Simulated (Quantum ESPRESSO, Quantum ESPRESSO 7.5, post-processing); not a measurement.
# 1T-PtSe2, 2 layers, AA stacking, stepped through the field along the normal

What law, if any, do the results for 1T-PtSe2, 2 layers, AA stacking follow against the field along the normal?

Main program and level: Quantum ESPRESSO 7.5; plane-wave DFT, PBE, GBRV ultrasoft pseudopotentials (geometry by pw.x at PBE-D3(BJ), GBRV ultrasoft).

Report form: the programs' logs are mostly left out.

### 1. Starting point

The cell holds 6 atoms: 4 Se and 2 Pt. Its edges and angles: a = 3.750 Å, b = 3.750 Å, c = 24.735 Å, α = 90.0°, β = 90.0°, γ = 120.0°. It derives from PtSe2. Vacuum lies along c.

Set-up: Cell and atoms are relaxed without a field with a D3(BJ) correction and then held. Sawtooth field with dipole correction, 17 Å of vacuum in the starting cell, Fermi-Dirac smearing of 0.002 Ry; bands along a path at each field.

Members -0.05, 0.1, -0.1, 0.2, -0.2, 0.3 and -0.3 took the same steps and show in the table alone.

### 2. Variable-cell relaxation of the reference

What the set-up leaves free in this member is relaxed.

ref.relax.in

```
&control
  prefix = 'ref.relax'
  outdir = './out'
  pseudo_dir = './pseudo'
  nstep = 80
  forc_conv_thr = 0.0004
  calculation = 'vc-relax'
  etot_conv_thr = 1e-06
/
&system
  ibrav = 0
  nat = 6
  ntyp = 2
  ecutwfc = 50
  ecutrho = 250
  vdw_corr = 'grimme-d3'
  dftd3_version = 4
  occupations = 'smearing'
  smearing = 'fd'
  degauss = 0.004
/
&electrons
  conv_thr = 1e-09
  mixing_beta = 0.4
  electron_maxstep = 120
  mixing_mode = 'plain'
/
&ions
/
&cell
  cell_dofree = '2Dxy'
  press_conv_thr = 0.3
/
ATOMIC_SPECIES
  Se  78.9710  se_pbe_v1.uspp.F.UPF
  Pt  195.0840  pt_pbe_v1.4.uspp.F.UPF
CELL_PARAMETERS angstrom
  3.75000000000000 0.00000000000000 0.00000000000000
  -1.87500000000000 3.24759526419164 0.00000000000000
  0.00000000000000 0.00000000000000 24.73543559098793
ATOMIC_POSITIONS crystal
  Se  0.666666666700 0.333333333300 0.343636560138
  Pt  0.000000000000 0.000000000000 0.389476015585
  Se  0.333333333300 0.666666666700 0.435315471033
  Se  0.666666666700 0.333333333300 0.564684528967
  Pt  0.000000000000 0.000000000000 0.610523984415
  Se  0.333333333300 0.666666666700 0.656363439862
K_POINTS automatic
  12 12 1 0 0 0
```

Started as:

```
$ OMP_NUM_THREADS=1 mpirun -n 4 pw.x -nk 4 -in ref.relax.in > ref.relax.out
```

It took 22 min on 4 MPI ranks of Arm Neoverse V1, shared host; peak memory 1.1 GiB.

Step by step (22 of 26):

```csv
step,energy less that of the first step (eV),largest force (eV/Å),volume (Å³)
1,0.0000,2.1477,301.24
2,-0.3856,1.3443,305.75
3,-0.5758,0.6441,308.81
5,-0.6496,0.0799,307.71
6,-0.6752,0.1371,304.73
7,-0.7002,0.1755,300.28
8,-0.7124,0.1177,295.58
9,-0.7135,0.0681,295.28
11,-0.7145,0.0673,295.47
12,-0.7150,0.0820,295.56
13,-0.7161,0.0975,295.69
14,-0.7177,0.1148,295.85
15,-0.7202,0.1343,296.08
16,-0.7239,0.1565,296.41
18,-0.7364,0.1994,297.61
19,-0.7435,0.1916,298.78
20,-0.7457,0.1428,299.53
21,-0.7474,0.0826,299.70
22,-0.7481,0.0562,299.54
24,-0.7487,0.0011,299.06
25,-0.7487,0.0006,299.06
26,-0.7484,0.0007,299.06
```

```csv
cell as run,before,after,change
a (Å),3.750,3.736,-0.4 %
b (Å),3.750,3.736,-0.4 %
```

The atoms that moved most (Å, along periodic axes as changes of fractional coordinates times the final cell, across vacuum about the mean position):

```csv
atom,dx,dy,dz,length
Se3,0.000,0.000,0.410,0.410
Se4,0.000,0.000,-0.410,0.410
Pt5,0.000,0.000,-0.256,0.256
Pt2,0.000,0.000,0.256,0.256
Se1,0.000,0.000,0.071,0.071
Se6,0.000,0.000,-0.071,0.071
```

 The last row is no step: it is a fresh SCF in the final cell with a new plane-wave basis, +0 meV from the row before.

Read from the output:

```
free energy             : -8110.7671 eV
energy at zero smearing : -8110.7649 eV
Fermi energy            : 1.745 eV
```

### 3. Self-consistent run, 0 V/Å

The self-consistent run of this member.

Level of this step: plane-wave DFT, PBE, GBRV ultrasoft pseudopotentials (Quantum ESPRESSO 7.5).

m0.scf.in

```
&control
  prefix = 'm0.scf'
  outdir = './out'
  pseudo_dir = './pseudo'
  calculation = 'scf'
  tprnfor = .true.
  tefield = .true.
  dipfield = .true.
/
&system
  ibrav = 0
  nat = 6
  ntyp = 2
  ecutwfc = 40
  ecutrho = 200
  occupations = 'smearing'
  smearing = 'fd'
  degauss = 0.002
  edir = 3
  emaxpos = 0.97
  eopreg = 0.04
  eamp = 0.0
  nbnd = 34
/
&electrons
  conv_thr = 1e-09
  mixing_beta = 0.4
  electron_maxstep = 120
  mixing_mode = 'plain'
/
ATOMIC_SPECIES
  Se  78.9710  se_pbe_v1.uspp.F.UPF
  Pt  195.0840  pt_pbe_v1.4.uspp.F.UPF
CELL_PARAMETERS angstrom
  3.73643478600000 0.00000000000000 0.00000000000000
  -1.86821739300000 3.23584744400000 0.00000000000000
  0.00000000000000 0.00000000000000 24.73543559100000
ATOMIC_POSITIONS crystal
  Se  0.666666666700 0.333333333300 0.346494557100
  Pt  0.000000000000 0.000000000000 0.399834683400
  Se  0.333333333300 0.666666666700 0.451878771700
  Se  0.666666666700 0.333333333300 0.548121228300
  Pt  0.000000000000 0.000000000000 0.600165316600
  Se  0.333333333300 0.666666666700 0.653505442900
K_POINTS automatic
  12 12 1 0 0 0
```

Started as:

```
$ OMP_NUM_THREADS=1 mpirun -n 4 pw.x -nk 4 -in m0.scf.in > m0.scf.out
```

The job ended after 3 min (4 MPI ranks; peak memory 0.81 GiB).

Numbers from this step:

| Quantity | Value |
| --- | --- |
| free energy | -8108.5256 eV |
| energy at zero smearing | -8108.5254 eV |
| Fermi energy | 1.749 eV |
| dipole along the normal | -2.08e-5 e·Å |
| valence top, on the run's zero | 1.621 eV |
| conduction bottom, on the run's zero | 1.875 eV |
| gap by band count | 0.2540 eV |

### 4. Electrostatic potential, 0 V/Å

plot_num = 11 writes the bare and Hartree potential, from which vacuum levels or, in a crystal, the mean potential are read.

m0.pot.in

```
&inputpp
  prefix = 'm0.scf'
  outdir = './out'
  filplot = 'm0.pot.dat'
  plot_num = 11
/
```

Started as:

```
$ OMP_NUM_THREADS=1 mpirun -n 4 pp.x -in m0.pot.in > m0.pot.out
```

Wall time 1.1 s (4 MPI ranks); peak memory 0.11 GiB.

Read from the output:

- slope of the potential above: 6.12e-5 eV/Å
- upper vacuum line continued to the top atoms, over the valence top: 4.826 eV
- slope of the potential below: -4.86e-5 eV/Å
- lower vacuum line continued to the bottom atoms, over the valence top: 4.826 eV
- vacuum level at the upper face over the valence top of the mesh: 4.826 eV
- vacuum level at the lower face over the valence top of the mesh: 4.826 eV

The potential energy, planar mean oscillates, so the rows of the table below give means over windows of 1 Å about each position, cut where the curve ends. Its maxima inside the range that stand out by 2 % of the span (Å: eV): 9.2: -8.29, 10.5: -9.08, 12.4: 2.20, 14.2: -9.08, 15.6: -8.29. Its minima: 8.6: -12.7, 9.8: -13.7, 11.1: -12.9, 13.6: -12.9, 14.9: -13.7, 16.1: -12.7.

Electrostatic potential energy of an electron, with the sawtooth; zero at the highest filled level of the SCF mesh. The potential energy, planar mean by z; means over each step:

```csv
z (Å),"potential energy, planar mean (eV)"
0,4.83
1,4.83
2,4.83
3,4.83
4,4.83
5,4.82
6,4.79
7,4.20
8,-3.83
9,-10.4
10,-12.4
11,-11.0
12,-0.968
13,-4.39
14,-10.9
15,-12.1
16,-10.6
17,-0.112
18,4.54
19,4.81
20,4.83
21,4.83
22,4.83
23,4.83
24,4.83
```

### 5. Band structure, 0 V/Å

Bands along a path place the edges.

m0.bands.in is the input of step 3 with these lines changed:

```diff
@@ -1,7 +1,6 @@
 &control
-  prefix = 'm0.scf'
+  prefix = 'm0.bands'
   outdir = './out'
   pseudo_dir = './pseudo'
-  calculation = 'scf'
-  tprnfor = .true.
+  calculation = 'bands'
   tefield = .true.
@@ -25,6 +24,6 @@
 &electrons
-  conv_thr = 1e-09
+  conv_thr = 1e-07
   mixing_beta = 0.4
   electron_maxstep = 120
-  mixing_mode = 'plain'
+  mixing_mode = 'local-TF'
 /
@@ -44,3 +43,7 @@
   Se  0.333333333300 0.666666666700 0.653505442900
-K_POINTS automatic
-  12 12 1 0 0 0
+K_POINTS crystal_b
+4
+  0.0000000000 0.0000000000 0.0000000000 10
+  0.5000000000 0.0000000000 0.0000000000 10
+  0.3333333333 0.3333333333 0.0000000000 10
+  0.0000000000 0.0000000000 0.0000000000 1
```

Started as:

```
$ cp -r out/m0.scf.save out/m0.bands.save
$ cp out/m0.scf.xml out/m0.bands.xml
$ OMP_NUM_THREADS=1 mpirun -n 4 pw.x -nk 4 -in m0.bands.in > m0.bands.out
```

Elapsed: 62 s, on 4 MPI ranks; peak memory 0.46 GiB; 4.2 min of CPU time.

Read from the output:

- valence top, on the run's zero: 1.647 eV
- gap by band count: 0.2283 eV

Band numbers count within the set of bands kept for display. The electronic bands at the labelled points (eV, zero at the highest filled level of the SCF mesh; v1 is the highest filled band, c1 the lowest empty one):

```csv
point,v4,v3,v2,v1,c1,c2,c3,c4
Γ,-1.20,-0.89,-0.89,-0.25,1.71,1.71,2.22,2.22
halfway,-1.57,-1.32,-1.19,-0.71,0.25,1.24,1.37,1.92
M,-2.87,-2.71,-2.61,-1.66,1.11,1.34,1.68,2.14
halfway,-2.53,-2.20,-1.91,-1.52,0.79,0.96,1.27,1.89
K,-2.17,-2.17,-1.73,-1.73,0.46,0.46,1.59,1.59
halfway,-1.58,-1.44,-1.35,-0.68,0.59,0.91,0.93,1.79
Γ,-1.20,-0.89,-0.89,-0.25,1.71,1.71,2.22,2.22
```

Along this path the valence top lies between K and Γ and the conduction bottom between Γ and M.

### 6. Ground state, 0.05 V/Å

m1.scf.in is the input of step 3 with these lines changed:

```diff
@@ -1,3 +1,3 @@
 &control
-  prefix = 'm0.scf'
+  prefix = 'm1.scf'
   outdir = './out'
@@ -21,3 +21,3 @@
   eopreg = 0.04
-  eamp = 0.0
+  eamp = 0.00097235
   nbnd = 34
@@ -29,2 +29,3 @@
   mixing_mode = 'plain'
+  startingpot = 'file'
 /
```

Started as:

```
$ cp -r out/m0.scf.save out/m1.scf.save
$ OMP_NUM_THREADS=1 mpirun -n 4 pw.x -nk 4 -in m1.scf.in > m1.scf.out
```

Run time: 3 min. Hardware: 4 MPI ranks; peak memory 0.96 GiB; 12 min of CPU time.

Numbers from this step:

- free energy: -8108.5264 eV
- energy at zero smearing: -8108.5262 eV
- Fermi energy: 1.757 eV
- dipole along the normal: 0.03237 e·Å
- valence top, on the run's zero: 1.628 eV
- conduction bottom, on the run's zero: 1.882 eV
- gap by band count: 0.2539 eV

### 7. SCF with pw.x, 0.4 V/Å

m9.scf.in is the input of step 6 with these lines changed:

```diff
@@ -1,3 +1,3 @@
 &control
-  prefix = 'm1.scf'
+  prefix = 'm9.scf'
   outdir = './out'
@@ -21,3 +21,3 @@
   eopreg = 0.04
-  eamp = 0.00097235
+  eamp = 0.00777876
   nbnd = 34
```

Started as:

```
$ cp -r out/m0.scf.save out/m9.scf.save
$ OMP_NUM_THREADS=1 mpirun -n 4 pw.x -nk 4 -in m9.scf.in > m9.scf.out
```

Wall time 4.4 min (4 MPI ranks); peak memory 1 GiB; 18 min of CPU time.

Numbers from this step:

```
free energy                          : -8108.5774 eV
energy at zero smearing              : -8108.5773 eV
Fermi energy                         : 1.801 eV
dipole along the normal              : 0.2593 e·Å
valence top, on the run's zero       : 1.673 eV
conduction bottom, on the run's zero : 1.926 eV
gap by band count                    : 0.2527 eV
```

### 8. Self-consistent run, -0.4 V/Å

m10.scf.in is the input of step 7 with these lines changed:

```diff
@@ -1,3 +1,3 @@
 &control
-  prefix = 'm9.scf'
+  prefix = 'm10.scf'
   outdir = './out'
@@ -21,3 +21,3 @@
   eopreg = 0.04
-  eamp = 0.00777876
+  eamp = -0.00777876
   nbnd = 34
```

Started as:

```
$ cp -r out/m0.scf.save out/m10.scf.save
$ OMP_NUM_THREADS=1 mpirun -n 4 pw.x -nk 4 -in m10.scf.in > m10.scf.out
```

Wall time 4.6 min (4 MPI ranks); peak memory 1 GiB; 18 min of CPU time.

Numbers from this step:

* Fermi energy: 1.681 eV
* dipole along the normal: -0.2593 e·Å
* valence top, on the run's zero: 1.553 eV
* conduction bottom, on the run's zero: 1.806 eV

### 9. The series side by side

The series in one table, energies over the lowest:

```csv
the field along the normal,dipole (e Å),gap along the path (eV),"upper vacuum line at the top atoms, over the zero (eV)","lower vacuum line at the bottom atoms, over the zero (eV)",energy (eV)
-0.4 V/Å,-0.2593,0.2271,5.261,4.419,0.0000
-0.3 V/Å,-0.1944,0.2276,5.149,4.519,0.0227
-0.2 V/Å,-0.1296,0.228,5.039,4.619,0.0389
-0.1 V/Å,-0.06475,0.2283,4.932,4.722,0.0486
-0.05 V/Å,-0.03237,0.2284,4.878,4.774,0.0510
0 V/Å,-2.082e-05,0.2283,4.826,4.826,0.0518
0.05 V/Å,0.03237,0.2284,4.774,4.878,0.0510
0.1 V/Å,0.06475,0.2283,4.722,4.932,0.0486
0.2 V/Å,0.1296,0.228,4.619,5.04,0.0389
0.3 V/Å,0.1944,0.2276,4.519,5.149,0.0227
0.4 V/Å,0.2593,0.2271,4.419,5.262,0.0000
```

### 10. A check by hand

4πα/A = 180.95 × 0.6475 e Å²/V / 12.091 Å² = 9.69 Å.

In linear response the energy changes by −(p₀ + p)E/2: at 0.2 V/Å, −(-0.0000 + 0.1296) × 0.2/2 = -0.0130 eV; the runs give -0.0130 eV.

### 11. What came out

| Quantity | Value |
| --- | --- |
| 4πα/A from the weak fields | 9.69 Å |
| gap along the path, at -0.4 V/Å and at 0.4 V/Å | 0.23, 0.23 eV |
| upper vacuum line at the top atoms, over the zero, at -0.4 V/Å and at 0.4 V/Å | 5.26, 4.42 eV |
| lower vacuum line at the bottom atoms, over the zero, at -0.4 V/Å and at 0.4 V/Å | 4.42, 5.26 eV |

**Reading.** The series holds 11 members; 4πα/A from the weak fields: 9.69 Å (PBE, GBRV ultrasoft). The strongest fields leave the weak-field line by 0.1 % of the induced dipole. From -0.4 V/Å to 0.4 V/Å the gap along the path stays within 0.001 eV. From -0.4 V/Å to 0.4 V/Å the upper vacuum line at the top atoms, over the zero falls from 5.26 to 4.42 eV. From -0.4 V/Å to 0.4 V/Å the lower vacuum line at the bottom atoms, over the zero rises from 4.42 to 5.26 eV. Ions are held; semilocal gaps are too small; in strong fields empty levels can belong to the vacuum; one stacking.

[Logs are printed without paths, hosts, clocks, repeated set-up lines and the standing remarks that a program may print on its own settings, such as how far it seeks lower states.]

[Hosts, paths, dates, database ids (printed as entryN), source tags and the programs' standing remarks are cut or masked in the printed files.]

[Maps of the electrostatic potential energy from Ansatz leave out the sawtooth potential of an applied field or a dipole correction, so their vacuum need not be flat; planar profiles and work functions include it.]
